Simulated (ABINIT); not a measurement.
An input for ABINIT 10.8.3 (SnO2 (Cassiterite)):

```
acell 3*1.0 Angstrom
rprim 
  4.738000000000 0.000000000000 0.000000000000
  0.000000000000 4.738000000000 0.000000000000
  0.000000000000 0.000000000000 3.186500000000
ntypat 2
znucl 50 8
natom 6
typat 1 1 2 2 2 2
xred 
  0.000000000000 0.000000000000 0.000000000000
  0.500000000000 0.500000000000 0.500000000000
  0.307100000000 0.307100000000 0.000000000000
  0.192900000000 0.807100000000 0.500000000000
  0.692900000000 0.692900000000 0.000000000000
  0.807100000000 0.192900000000 0.500000000000
pp_dirpath "pseudos"
pseudos "Sn.upf, O.upf"
ecut 42
ngkpt 4 4 4
nshiftk 1
shiftk 0 0 0
kptopt 1
chksymbreak 0
istwfk *1
occopt 1
irdwfk 1
optdriver 3
nband 81
ecuteps 3.9
inclvkb 2
awtr 1
symchi 1
gwcalctyp 10
mbpt_sciss 3.002 eV
nqptdm 1
qptdm 
  0 0 0
indata_prefix "in"
outdata_prefix "out"
tmpdata_prefix "tmp"
```

```sh
OMP_NUM_THREADS=1 mpirun -n 8 abinit run.abi > log
```

Q: How long will it take on 8 MPI ranks of Arm Neoverse V2, shared host, and how much memory?

It took 21 s; on shared hardware allow 10 s to 42 s. Peak host memory was 3.9 GiB.

[Paths, hosts, dates, memory and timing lines, banners, echoed tables and standing remarks are left out of the program output.]

[Logs are printed without paths, hosts, clocks, repeated set-up lines and the standing remarks that a program may print on its own settings, such as how far it seeks lower states.]

[Runs of the session that timed out or met a known fault of the program may be left out.]

[Hosts, paths, dates, database ids (printed as entryN), source tags and the programs' standing remarks are cut or masked in the printed files.]

[G0W0 gaps are taken among the corrected bands and points alone; a level outside them can change the order at an edge.]

[Where Ansatz stands beside ABINIT at settings called matched, ABINIT's density can come from a denser mesh and the files from another edition; pairs whose starting gaps differed by over 0.03 eV were left out, so agreement reads better than it is.]
